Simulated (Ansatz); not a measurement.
# SrO (Fm-3m): phonons and vibrational spectra, part 2 of 3

Task: relax SrO (Fm-3m), then find its harmonic phonons.

Ansatz 0.2.0; DFT LDA, scalar-relativistic, plane waves, PAW.

So far. Step 3 (Tight relaxation): The forces vanish by symmetry and the pressure is 0.000 GPa, within the tolerances set. The cell now holds 16.23 Å³/atom. The relaxed cell has a = 5.064 Å (conventional setting).

The database entry behind the starting cell differs from later determinations by our own check (about 0.5 % short), so it need not match the best structure at ambient conditions.

## (4) Modes at Γ

The zone centre comes first: it holds the modes that light can see, as far as symmetry allows. The response to a homogeneous field gives the Born charges and the dielectric tensor.

input.yaml reads:

```yaml
crystal:
  lattice:
    - [0.0, 2.5321152066, 2.5321152066]
    - [2.5321152066, 0.0, 2.5321152066]
    - [2.5321152066, 2.5321152066, 0.0]
  atoms:
    - { symbol: Sr, position: [0.5, 0.5, 0.5] }
    - { symbol: O, position: [0.0, 0.0, 0.0] }
kpoints:
  mp_grid: { grid: [8, 8, 8] }
hamiltonian:
  xc: lda
scf:
  occupations: { method: fixed }
output:
  eigenvalues: true
phonons:
  method: dfpt
  dielectric: true
  rigid_motions: translations
```

On the command line:

```sh
> ansatz run input.yaml --threads 4 --pin off --max-ram 7168MiB --backend cpu --events-out ev --progress --plain --runs-dir out
```

Numbers of over 12 decimals in the logs are rounded to 6 here.

Output:

```text
[...]
Crystal: 2 atoms, lattice volume = 32.470 Å³
Basis set: ecut = 420 eV, 609 PW (Γ), exchange–correlation on 48×48×48 points (8 copies of the dense FFT grid, shifted against one another)
Bands: 12, of which v1, the nominal top of the filled ones, is band 8 counted from 1 (7 counted from 0)
Symmetry: 48 space group operations
k-points: 59 of 512 (irreducible under 8 space group operations, time reversal used)
[...]
SCF iter   1: F=—  HF=-4002.848995 eV  |F-HF|=—  |Δ(HF+E_count)|=         —  Δρ=1.64e-2  dr2=8.87e-2  ethr=1.77e-3  ⟨swp⟩=6.0  Hψ=4658  notcnv=0  defer=109
[...]
SCF iter   8: F=-4002.828935 eV  HF=-4002.828935 eV  |F-HF|=3.18e-12  |Δ(HF+E_count)|=  1.51e-10  Δρ=9.34e-8  dr2=2.85e-12  ethr=1.00e-12  ⟨swp⟩=9.3  Hψ=4874  notcnv=0
SCF 1 converged in 8 iterations: F = -4002.828935 eV  dr2 = 2.85e-12
[...]
DFPT response loops at Γ: preconditioner auto → none (the input reference at scf.mixing.eps_inf says where Resta's filter doesn't serve); β = 0.50; Broyden in place of MSR1
── the response to a field inside a basis, on 8×8×8 k-points: an SCF that follows is theirs, and a resumed run solves both again ──
Bands: 9, of which v1, the nominal top of the filled ones, is band 8 counted from 1 (7 counted from 0)
k-points: 60 of 512 (irreducible under 12 space group operations)
[...]
Eigensolver: Dense (60 Hₖ)
SCF iter   1: F=—  HF=-4002.833384 eV  |F-HF|=—  |Δ(HF+E_count)|=         —  Δρ=7.66e-4  dr2=2.84e-5  ethr=1.00e-1
[...]
SCF iter   4: F=-4002.833378 eV  HF=-4002.833378 eV  |F-HF|=4.71e-9  |Δ(HF+E_count)|=   2.86e-6  Δρ=2.03e-5  dr2=4.18e-8  ethr=7.88e-8
SCF 1 converged in 4 iterations: F = -4002.833378 eV  dr2 = 4.18e-8
[...]
SCF converged after 8 iterations
Free energy (F): -4002.828935 eV
[...]
Internal energy: -4002.828935 eV  (E = F + TS)
E sigma→0 (E₀):  -4002.828935 eV
Fermi energy:    8.034097 eV
[...]
--- Band table (eV; the first three rows and the last of 59) ---
  k-point 0: bands = [... 4 lower, -5.5111, 8.0341, 8.0341, 8.0341, 12.1774, 14.2989, 14.2989, 14.2989]
  k-point 1: bands = [... 4 lower, -5.1700, 7.5539, 7.8205, 7.8205, 12.9027, 14.1211, 14.6221, 14.6221]
  k-point 2: bands = [... 4 lower, -4.6758, 6.6783, 7.3631, 7.3631, 14.0672, 14.4653, 15.5064, 15.5064]
  k-point 58: bands = [... 4 lower, -4.8859, 6.8329, 7.6677, 7.6677, 14.0805, 14.0805, 17.0523, 19.6526]
--- Phonons (Γ-DFPT): 2 representative perturbations + reference, on 59 of 512 k-points (Σ response iterations 6) ---
  k mesh reduced under 8 symmetry operations, with k and −k counted as one. Each operation leaves every solved perturbation unchanged. A smaller set is not considered because the run solves the response to a homogeneous field
  ASR residual: 7.250e-5 → 0.000e0 eV/Å²; symmetrization residual: 2.184e-6 eV/Å²
  ASR residual per site (eV/Å²): 5.94e-5 7.25e-5
  Γ frequencies (cm⁻¹): 0.00 0.00 0.00 215.58 215.58 215.58
  ε∞ (high-frequency dielectric tensor):
        3.875451     0.000000     0.000000
        0.000000     3.875451    -0.000000
        0.000000    -0.000000     3.875451
  ε⁰ (static dielectric tensor: ions relaxed, cell fixed):
       18.613320    -0.000000    -0.000000
       -0.000000    18.613320     0.000000
       -0.000000     0.000000    18.613320
  ε⁰ − ε∞ (ionic part):
       14.737869    -0.000000    -0.000000
       -0.000000    14.737869     0.000000
       -0.000000     0.000000    14.737869
  softest optical mode at Γ: 215.58 cm⁻¹; the repairs (sum rule, projections) moved no ω² at Γ by more than (1.21 cm⁻¹)²
  Born effective charges Z* (e; rows j = field, columns β = displacement):
    site 0:
         2.47281   -0.00000   -0.00000
        -0.00000    2.47281   -0.00000
        -0.00000   -0.00000    2.47281
    site 1:
        -2.47281    0.00000    0.00000
         0.00000   -2.47281    0.00000
         0.00000    0.00000   -2.47281
  Z* charge neutrality: 1.860e-3 e pre-enforcement
  solved inside a basis spanned on kpoints, on 8×8×8 k-points, its susceptibility summed on 12×12×12: ε∞ is read to err by 9.8e-3, Z* by 1.2e-2 e (field_mesh: kpoints solves on kpoints); Z* is corrected for what the basis lacks
  optical modes at Γ without the LO–TO term, one row a degenerate level:
      ω (cm⁻¹)  modes    IR ((D/Å)²/amu)
        215.58      3            31.2831
  optical modes at Γ + LO–TO along q̂ = [1.0000, 0.0000, 0.0000]:
      ω (cm⁻¹)  modes    IR ((D/Å)²/amu)
        215.58      2            20.8554
        472.46      1            10.4277
  optical modes at Γ + LO–TO along q̂ = [0.0000, 1.0000, 0.0000]:
      ω (cm⁻¹)  modes    IR ((D/Å)²/amu)
        215.58      2            20.8554
        472.46      1            10.4277
  optical modes at Γ + LO–TO along q̂ = [0.0000, 0.0000, 1.0000]:
      ω (cm⁻¹)  modes    IR ((D/Å)²/amu)
        215.58      2            20.8554
        472.46      1            10.4277
```

Elapsed: 12 s, on 4 threads of Arm Neoverse N1, shared host; peak memory 0.38 GiB; 43 s of CPU time.

In the SCF lines HF is the Harris–Foulkes energy and dr2 the Hartree energy of the density residual, in eV; the loop may stop once dr2 is under the threshold and the program's other checks hold. Hψ counts applications of the Hamiltonian.

This step gave:

* sum-rule residual before enforcement: 7.25e-5 eV/Å²
* miss of the charge sum rule: 0.001860 e
* estimated error of the dielectric tensor: 0.009828
* estimated error of the Born charges: 0.01225 e
* point group: m-3m
* highest optical mode at the zone centre (no LO-TO term): 215.6 cm⁻¹
* lowest optical zone-centre mode: 215.6 cm⁻¹
* mean high-frequency dielectric constant: 3.876
* largest Born charge (third of the trace): 2.473 e
* mean static dielectric constant: 18.61
* top of the zone-centre spectrum with the field: 472.5 cm⁻¹

Without the LO-TO term. Patterns of degenerate modes are one choice out of their space. The modes at Γ (shares of kinetic energy by element, %):

| mode | frequency (cm⁻¹) | symmetry | Sr % | O % |
| --- | --- | --- | --- | --- |
| 1 | 0.0 | acoustic | 85 | 15 |
| 2 | 0.0 | acoustic | 85 | 15 |
| 3 | 0.0 | acoustic | 85 | 15 |
| 4 | 215.6 | T1u | 15 | 85 |
| 5 | 215.6 | T1u | 15 | 85 |
| 6 | 215.6 | T1u | 15 | 85 |

Displacements in mode 4 (215.6 cm⁻¹), the largest set to 1:
```
Sr1  0.00  0.03 -0.18
O2   0.00 -0.15  1.00
```

Optical modes at the zone centre, without and with the macroscopic field of the longitudinal modes; each column is sorted by frequency, so a row need not hold one and the same mode. Modes with and without the field, by row:

| rank among optical modes | no field (cm⁻¹) | q along (1, 0, 0) (cm⁻¹) |
| --- | --- | --- |
| 1 | 215.6 | 215.6 |
| 2 | 215.6 | 215.6 |
| 3 | 215.6 | 472.5 |

Born charge (rows field, columns displacement) (e), principal values of the symmetric part by kind of site:

| atom | atoms with these values | low | middle | high | mean |
| --- | --- | --- | --- | --- | --- |
| Sr1 | 1 | 2.47 | 2.47 | 2.47 | 2.47 |
| O2 | 1 | -2.47 | -2.47 | -2.47 | -2.47 |

In full for O2:

```
-2.47  0.00  0.00
 0.00 -2.47  0.00
 0.00  0.00 -2.47
```

High-frequency dielectric tensor:

```
3.88 0.00 0.00
0.00 3.88 0.00
0.00 0.00 3.88
```

Static dielectric tensor (ions relaxed, fixed cell):

```
18.61  0.00  0.00
 0.00 18.61  0.00
 0.00  0.00 18.61
```

Transverse modes. Lines of the infrared spectrum (strongest = 100):

| position (cm⁻¹) | label | relative intensity |
| --- | --- | --- |
| 216 | T1u | 100 |

Before it was imposed, the acoustic sum rule was missed by 7.2e-5 eV/Å² and the charge sum rule by 0.0019 e. Small misses are needed for a sound result but don't prove that mesh and cutoff are converged. The lowest optical mode is real, 216 cm⁻¹.

## (5) Response at finite wavevector

Stability and thermal properties need the whole zone. Linear response on a 4×4×4 q mesh gives force constants as far as a supercell of that size would, and the tensors from the zone-centre run are typed in so that the long-range dipole term is interpolated apart.

input.yaml, the sections that differ from step 4:

```yaml
phonons:
  method: dfpt
  qmesh: [4, 4, 4]
  temperatures: { t_max: 1000, t_step: 50 }
  qpath:
    path:
      - [[0.0, 0.0, 0.0], [0.5, 0.0, 0.5], [0.625, 0.25, 0.625]]
      - [[0.375, 0.375, 0.75], [0.0, 0.0, 0.0], [0.5, 0.5, 0.5], [0.5, 0.25, 0.75], [0.5, 0.0, 0.5]]
    npoints: 10
  non_analytic_term:
    high_frequency_dielectric_tensor: [[3.8755, 0.0, 0.0], [0.0, 3.8755, 0.0], [0.0, 0.0, 3.8755]]
    born_effective_charges:
      - { species: Sr, tensor: [[2.4728, 0.0, 0.0], [0.0, 2.4728, 0.0], [0.0, 0.0, 2.4728]] }
      - { species: O, tensor: [[-2.4728, 0.0, 0.0], [0.0, -2.4728, 0.0], [0.0, 0.0, -2.4728]] }
    source: "zone-centre run at this cell"
# crystal, kpoints, hamiltonian, scf, output: as in step 4
```

Output:

```text
[...]
Crystal: 2 atoms, lattice volume = 32.470 Å³
Basis set: ecut = 420 eV, 609 PW (Γ), exchange–correlation on 48×48×48 points (8 copies of the dense FFT grid, shifted against one another)
Bands: 12, of which v1, the nominal top of the filled ones, is band 8 counted from 1 (7 counted from 0)
Symmetry: 48 space group operations
k-points: 29 of 512
[...]
SCF iter   1: F=—  HF=-4002.849000 eV  |F-HF|=—  |Δ(HF+E_count)|=         —  Δρ=1.65e-2  dr2=8.94e-2  ethr=1.77e-3  ⟨swp⟩=5.9  Hψ=2274  notcnv=0  defer=51
[...]
SCF iter   8: F=-4002.828935 eV  HF=-4002.828935 eV  |F-HF|=3.18e-12  |Δ(HF+E_count)|=  1.52e-10  Δρ=1.13e-7  dr2=4.29e-12  ethr=1.00e-12  ⟨swp⟩=9.3  Hψ=2337  notcnv=0
SCF 1 converged in 8 iterations: F = -4002.828935 eV  dr2 = 4.29e-12
[...]
NSCF: frozen V_eff on 29 k-points
[...]
DFPT response loops at q = (0, 0, 0) (fractional): preconditioner auto → none (the input reference at scf.mixing.eps_inf says where Resta's filter doesn't serve); β = 0.50; Broyden in place of MSR1
[...]
SCF converged after 8 iterations
Free energy (F): -4002.828935 eV
[...]
Internal energy: -4002.828935 eV  (E = F + TS)
E sigma→0 (E₀):  -4002.828935 eV
Fermi energy:    8.034097 eV
[...]
--- Band table (eV; the first three rows and the last of 29) ---
  k-point 0: bands = [... 4 lower, -5.5111, 8.0341, 8.0341, 8.0341, 12.1774, 14.2989, 14.2989, 14.2989]
  k-point 1: bands = [... 4 lower, -5.1700, 7.5539, 7.8205, 7.8205, 12.9027, 14.1211, 14.6221, 14.6221]
  k-point 2: bands = [... 4 lower, -4.6758, 6.6783, 7.3631, 7.3631, 14.0672, 14.4653, 15.5064, 15.5064]
  k-point 28: bands = [... 4 lower, -4.8859, 6.8329, 7.6677, 7.6677, 14.0805, 14.0805, 17.0523, 19.6526]
--- Phonons (Γ-DFPT): 2 representative perturbations + reference (Σ response iterations 6) ---
  ASR residual: 9.142e-5 → 0.000e0 eV/Å²; symmetrization residual: 1.660e-6 eV/Å²
  ASR residual per site (eV/Å²): 9.14e-5 8.87e-5
  Γ frequencies (cm⁻¹): 0.00 0.00 0.00 215.58 215.58 215.58
--- Phonons (arbitrary-q DFPT): 8 irreducible q on the 4×4×4 mesh ---
  q = [0.0000, 0.0000, 0.0000] (star 1, of the zone-centre solve; hermiticity 1.44e-6, symmetrization 2.23e-14): -0.00 -0.00 0.00 215.58 215.58 215.58
  q = [0.0000, 0.0000, 0.2500] (star 8, 2 solved perturbations on 288 of 512 k-point pairs; hermiticity 2.62e-7, symmetrization 5.68e-9): 84.50 84.50 155.94 253.45 253.45 458.60
[...]
q = [0.0000, 0.2500, 0.2500] (star 6, 4 solved perturbations in 528 linear systems a pass and spin channel, the states on 164 of 512 k-point pairs; hermiticity 3.16e-7, symmetrization 1.09e-8): 91.39 91.39 162.97 237.31 237.31 416.43
[...]
sum rule: each row above includes the acoustic sum rule's correction from the zone centre's row sums; it moved no ω² by more than (1.23 cm⁻¹)²
  mesh force constants: q→R imaginary residual 1.43e-18; ASR residual 9.142e-5 → 0.000e0 eV/Å²; symmetrization residual 4.441e-15 eV/Å²
  interpolated dispersion: 63 rows × 6 modes
  density of states and harmonic sums: on the 24×24×24 q-mesh, interpolated from the force constants of a 4×4×4 supercell (with the dipole–dipole term of supplied tensors)
  largest difference from the sums on the solved wave vectors: F 1.02e-2 eV, S 1.42e-5 and C_V 3.98e-6 eV/K
  zero-point energy: 0.084220 eV/cell   skipped modes (ω ≤ 0): 3   left out of the sums: 3.62e-5 of the cell's modes: C_V's classical limit lies that fraction below 3 k_B per atom; for a crystal, a wire or a layer, F and S can be off by more, and a phonons.interpolated_qmesh denser along its periods is the remedy for the sampling
```

The job ended after 60 s (4 threads; peak memory 0.72 GiB).

Numbers from this step:

| Item | Value |
| --- | --- |
| sum-rule residual before enforcement | 9.14e-5 eV/Å² |
| lowest frequency on the path | 0 cm⁻¹ |
| highest frequency on the path or at a solved wavevector | 472.5 cm⁻¹ |
| mean frequency | 226.4 cm⁻¹ |
| Debye temperature (second moment) | 460 K |
| logarithmic mean frequency | 203.7 cm⁻¹ |
| lowest mode on the q mesh (acoustic modes at Γ apart) | 84.5 cm⁻¹ |
| zero-point energy per atom | 42.11 meV |
| heat capacity at 300 K | 22.33 J/(mol atoms K) |
| vibrational entropy at 300 K | 26.91 J/(mol atoms K) |

Frequencies (cm⁻¹) solved at each irreducible wavevector; negative means imaginary. Frequencies by wavevector, by row:

| q in reciprocal lattice units | star | mode 1 | mode 2 | mode 3 | mode 4 | mode 5 | mode 6 |
| --- | --- | --- | --- | --- | --- | --- | --- |
| 0 0 0 | 1 | 0 | 0 | 0 | 215.6 | 215.6 | 215.6 |
| 0 0 0.25 | 8 | 84.5 | 84.5 | 155.9 | 253.4 | 253.4 | 458.6 |
| 0 0 -0.5 | 4 | 110.8 | 110.8 | 234.8 | 285.8 | 285.8 | 436.6 |
| 0 0.25 0.25 | 6 | 91.4 | 91.4 | 163 | 237.3 | 237.3 | 416.4 |
| 0 0.25 -0.5 | 24 | 120.6 | 144.5 | 200.6 | 264.7 | 285.1 | 375.4 |
| 0 0.25 -0.25 | 12 | 110.5 | 140.3 | 194.6 | 267.3 | 280.5 | 413.4 |
| 0 -0.5 -0.5 | 3 | 126.1 | 126.1 | 197.8 | 242.4 | 242.4 | 310.7 |
| 0.25 -0.5 -0.25 | 6 | 151.5 | 171.3 | 171.3 | 283.4 | 283.4 | 326.6 |

Interpolated from a 4×4×4 q mesh, with the LO-TO term (at Γ the limit along the path; where Γ stands inside the path, tables give the limit on arrival). Phonon branches along the path, in cm⁻¹:

| point | branch 1 | branch 2 | branch 3 | branch 4 | branch 5 | branch 6 |
| --- | --- | --- | --- | --- | --- | --- |
| Γ | 0 | 0 | 0 | 216 | 216 | 472 |
| halfway | 91 | 91 | 163 | 237 | 237 | 416 |
| X | 126 | 126 | 198 | 242 | 242 | 311 |
| halfway | 127 | 142 | 194 | 248 | 273 | 308 |
| U | 127 | 173 | 184 | 263 | 298 | 332 |
| jump to K | 127 | 173 | 184 | 263 | 298 | 332 |
| halfway | 96 | 110 | 170 | 254 | 266 | 439 |
| Γ | 0 | 0 | 0 | 216 | 216 | 472 |
| halfway | 84 | 84 | 156 | 253 | 253 | 459 |
| L | 111 | 111 | 235 | 286 | 286 | 437 |
| halfway | 122 | 144 | 211 | 280 | 284 | 394 |
| W | 152 | 171 | 171 | 283 | 283 | 327 |
| halfway | 140 | 143 | 191 | 258 | 288 | 304 |
| X | 126 | 126 | 198 | 242 | 242 | 311 |

The phonon branches as a text plot (rows in cm⁻¹):

```
    463 |****                     ************
    443 |    **                 **            *****
    423 |      *               *                   **
    404 |                    **                      *
    384 |       *           *                         **
    364 |        *         *                            *
    345 |         **
    325 |           *    **                              ***
    305 |            ******                                 *****
    285 |                  *****               *************
    266 |              * *** ****            **             ***
    246 |      **********       ****       **                 ***
    226 | *****                   ****  ***    *******
    207 |*          ***               **      *       **        *
    187 |       ****   *********             *          *   ****
    167 |      *         ****   *                       ****
    148 |    **        **    **  *          *         ** *****
    128 |         ***********  *           *        *****     ***
    108 |   *   **           **** **      *   *******
     89 |      *                **  *       **
     69 |  ****                   **     * *
     49 | **                        **   **
     30 | *                          *  *
     10 |*                            **
         Γ           X  U|K            Γ         L        W     X
```

Tetrahedra on a 24×24×24 mesh, mean over bins of 5 cm-1. Interpolated from a 4×4×4 q mesh. Table of phonon density of states by wavenumber; read off at these points:

wavenumber (cm⁻¹), phonon density of states (1/cm⁻¹/cell) and a bar:
```
        2     0.0000 
       18     0.0001 
       28     0.0004 
       42     0.0011 
       52     0.0019 #
       68     0.0039 ##
       78     0.0061 ###
       92     0.0118 #####
      102     0.0193 #########
      118     0.0396 ##################
      128     0.0424 ###################
      142     0.0204 #########
      152     0.0156 #######
      168     0.0122 ######
      182     0.0132 ######
      192     0.0441 ####################
      208     0.0112 #####
      218     0.0079 ####
      232     0.0076 ###
      242     0.0192 #########
      258     0.0291 #############
      268     0.0355 ################
      282     0.0663 ##############################
      292     0.0092 ####
      308     0.0025 #
      322     0.0036 ##
      332     0.0046 ##
      348     0.0052 ##
      358     0.0056 ###
      372     0.0063 ###
      382     0.0068 ###
      398     0.0076 ###
      408     0.0081 ####
      422     0.0088 ####
      432     0.0093 ####
      448     0.0059 ###
      458     0.0045 ##
      472     0.0006
```

Phonopy on the run's constants, 19x19x19 mesh, Gaussian sigma 3.6 cm-1. Interpolated from a 4×4×4 q mesh. Partial phonon density of states against wavenumber; read off at these points; values in 1/cm⁻¹/cell:

| wavenumber (cm⁻¹) | O | Sr |
| --- | --- | --- |
| -10.0 | 0 | 0 |
| 0.0 | 1.0e-5 | 3.8e-5 |
| 10.0 | 0 | 2.8e-6 |
| 20.0 | 4.3e-5 | 2.7e-4 |
| 30.0 | 4.6e-5 | 2.8e-4 |
| 40.0 | 1.7e-4 | 0.00111 |
| 50.0 | 1.9e-4 | 0.00144 |
| 60.0 | 2.6e-4 | 0.00216 |
| 70.0 | 4.6e-4 | 0.00442 |
| 80.0 | 5.2e-4 | 0.00647 |
| 90.0 | 6.4e-4 | 0.0100 |
| 100.0 | 7.0e-4 | 0.0163 |
| 110.0 | 7.9e-4 | 0.0314 |
| 120.0 | 9.1e-4 | 0.0401 |
| 130.0 | 8.4e-4 | 0.0343 |
| 140.0 | 5.3e-4 | 0.0216 |
| 150.0 | 3.9e-4 | 0.0165 |
| 160.0 | 3.8e-4 | 0.0140 |
| 170.0 | 4.1e-4 | 0.0100 |
| 180.0 | 5.0e-4 | 0.0108 |
| 190.0 | 9.0e-4 | 0.0306 |
| 193.6 | 9.3e-4 | 0.0338 |
| 200.0 | 4.9e-4 | 0.0204 |
| 210.0 | 2.5e-4 | 0.00998 |
| 220.0 | 0.00165 | 0.00643 |
| 230.0 | 0.00473 | 0.00338 |
| 240.0 | 0.0138 | 0.00135 |
| 250.0 | 0.0240 | 0.00142 |
| 260.0 | 0.0292 | 0.00103 |
| 270.0 | 0.0374 | 6.2e-4 |
| 280.0 | 0.0566 | 2.6e-4 |
| 282.7 | 0.0579 | 1.8e-4 |
| 290.0 | 0.0236 | 5.1e-5 |
| 300.0 | 0.00276 | 1.0e-5 |
| 310.0 | 0.00317 | 4.6e-5 |
| 320.0 | 0.00389 | 6.0e-5 |
| 330.0 | 0.00419 | 5.9e-5 |
| 340.0 | 0.0051 | 7.0e-5 |
| 350.0 | 0.00457 | 7.2e-5 |
| 360.0 | 0.00562 | 8.7e-5 |
| 370.0 | 0.00649 | 1.2e-4 |
| 380.0 | 0.00625 | 1.4e-4 |
| 390.0 | 0.00716 | 1.7e-4 |
| 400.0 | 0.00699 | 2.2e-4 |
| 410.0 | 0.00772 | 2.9e-4 |
| 420.0 | 0.00852 | 3.6e-4 |
| 430.0 | 0.00870 | 4.6e-4 |
| 440.0 | 0.00716 | 5.6e-4 |
| 450.0 | 0.00507 | 5.7e-4 |
| 460.0 | 0.00368 | 5.2e-4 |
| 470.0 | 0.00159 | 2.7e-4 |
| 480.0 | 2.0e-5 | 0 |
| 490.0 | 0 | 0 |

Second derivatives of the energy by pair, one row for each kind of neighbour of each atom listed. Each entry sums the pair over the periodic images of the supercell that the q mesh stands for, and in a polar crystal it holds the long-range dipole part too. Force constants by pair, by row:

| atom | neighbour | distance (Å) | third of the trace (eV/Å²) | along the pair's line (eV/Å²) |
| --- | --- | --- | --- | --- |
| Sr1 | itself | 0 | 8.029 | – |
| Sr1 | O | 2.532 | -0.7997 | -0.6937 |
| Sr1 | Sr | 3.581 | -0.2468 | -1.851 |
| Sr1 | O | 4.386 | 0.0109 | 0.4785 |
| Sr1 | Sr | 5.064 | -0.1262 | -0.5835 |
| Sr1 | O | 5.662 | 0.0509 | 0.318 |
| Sr1 | Sr | 6.202 | -0.0407 | -0.2179 |
| Sr1 | Sr | 7.162 | -0.0456 | -0.2495 |
| O2 | itself | 0 | 5.685 | – |
| O2 | Sr | 2.532 | -0.7997 | -0.6937 |
| O2 | O | 3.581 | 1.00e-4 | -0.8008 |
| O2 | Sr | 4.386 | 0.0109 | 0.4785 |
| O2 | O | 5.064 | -0.2671 | -0.8521 |
| O2 | Sr | 5.662 | 0.0509 | 0.318 |
| O2 | O | 6.202 | -0.0252 | -0.1686 |
| O2 | O | 7.162 | -0.0502 | -0.2536 |

Harmonic thermodynamic functions per atom, from the density of states. Interpolated from a 4×4×4 q mesh. Thermodynamic functions, by row:

| T (K) | F_vib (meV/atom) | S (J/mol-atom/K) | C_V (J/mol-atom/K) |
| --- | --- | --- | --- |
| 0 | 42.11 | 0 | 0 |
| 50 | 41.9 | 1.635 | 4.276 |
| 100 | 39.7 | 7.115 | 12.06 |
| 200 | 26.31 | 18.33 | 19.74 |
| 300 | 2.66 | 26.91 | 22.33 |
| 400 | -28.78 | 33.5 | 23.4 |
| 500 | -66.33 | 38.78 | 23.93 |
| 600 | -108.9 | 43.17 | 24.23 |
| 700 | -155.6 | 46.92 | 24.42 |
| 800 | -206 | 50.19 | 24.54 |
| 900 | -259.5 | 53.09 | 24.62 |
| 1000 | -315.9 | 55.68 | 24.68 |

Harmonic mean-square displacement, third of the trace. Interpolated from a 4×4×4 q mesh. Mean square displacements, by row:

| T (K) | Sr1 U_eq (Å²) | O2 U_eq (Å²) |
| --- | --- | --- |
| 0 | 0.00145 | 0.00373 |
| 100 | 0.00219 | 0.00413 |
| 300 | 0.00543 | 0.00727 |
| 600 | 0.01063 | 0.01333 |

Symmetry leaves 8 wavevectors to solve. The lowest mode among them, the acoustic zeros apart, lies at q = (0, 0, 0.25) and is real, 84.5 cm⁻¹.

[end of part 2 of 3]

[Logs are printed without paths, hosts, clocks, repeated set-up lines and the standing remarks that a program may print on its own settings, such as how far it seeks lower states.]

[Hosts, paths, dates, database ids (printed as entryN), source tags and the programs' standing remarks are cut or masked in the printed files.]
